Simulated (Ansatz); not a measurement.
Rows from a G0W0 calculation on WS2 (Tungstenite) (Ansatz 0.2.0; G0W0 on PBE, plane waves, PAW; 9×9×2 mesh, 1068 empty bands, screening to 270 eV, hard PAW files), in eV. Spin-orbit coupling is left out.

```csv
row,k,band,start,Σx,Σc at the solution,Vxc
A,"(0.111, 0.222, 0.000)",c2,15.201,-14.342,-4.484,-18.834
B,"(0.111, 0.222, 0.000)",v1,11.786,-19.477,1.027,-17.950
C,Γ,v1,13.325,-19.463,0.176,-18.809
D,Γ,c1,15.636,-13.806,-4.550,-18.432
E,"(0.111, 0.222, 0.000)",c1,14.408,-13.191,-4.027,-17.167
F,Γ,v2,12.099,-18.277,0.789,-16.984
```

Question: Give the quasiparticle energies and the shift of each level.

The quasiparticle equation reads E = start + Σx + Σc(E) − Vxc.

```csv
row,E (eV),shift (eV)
A,15.209,+0.007
B,11.285,−0.500
C,12.847,−0.478
D,15.712,+0.076
E,14.358,−0.050
F,11.594,−0.505
```

The gap over the computed points goes from 1.08 eV to 1.51 eV.

Limits: not at the basis limit; no spin-orbit coupling.

[Paths, hosts, dates, memory and timing lines, banners, echoed tables and standing remarks are left out of the program output.]

[Logs are printed without paths, hosts, clocks, repeated set-up lines and the standing remarks that a program may print on its own settings, such as how far it seeks lower states.]

[Runs of the session that timed out or met a known fault of the program may be left out.]

[Cells called generated may have been cut or substituted from an entry of the Crystallography Open Database or the Materials Project.]

[Hosts, paths, dates, database ids (printed as entryN), source tags and the programs' standing remarks are cut or masked in the printed files.]
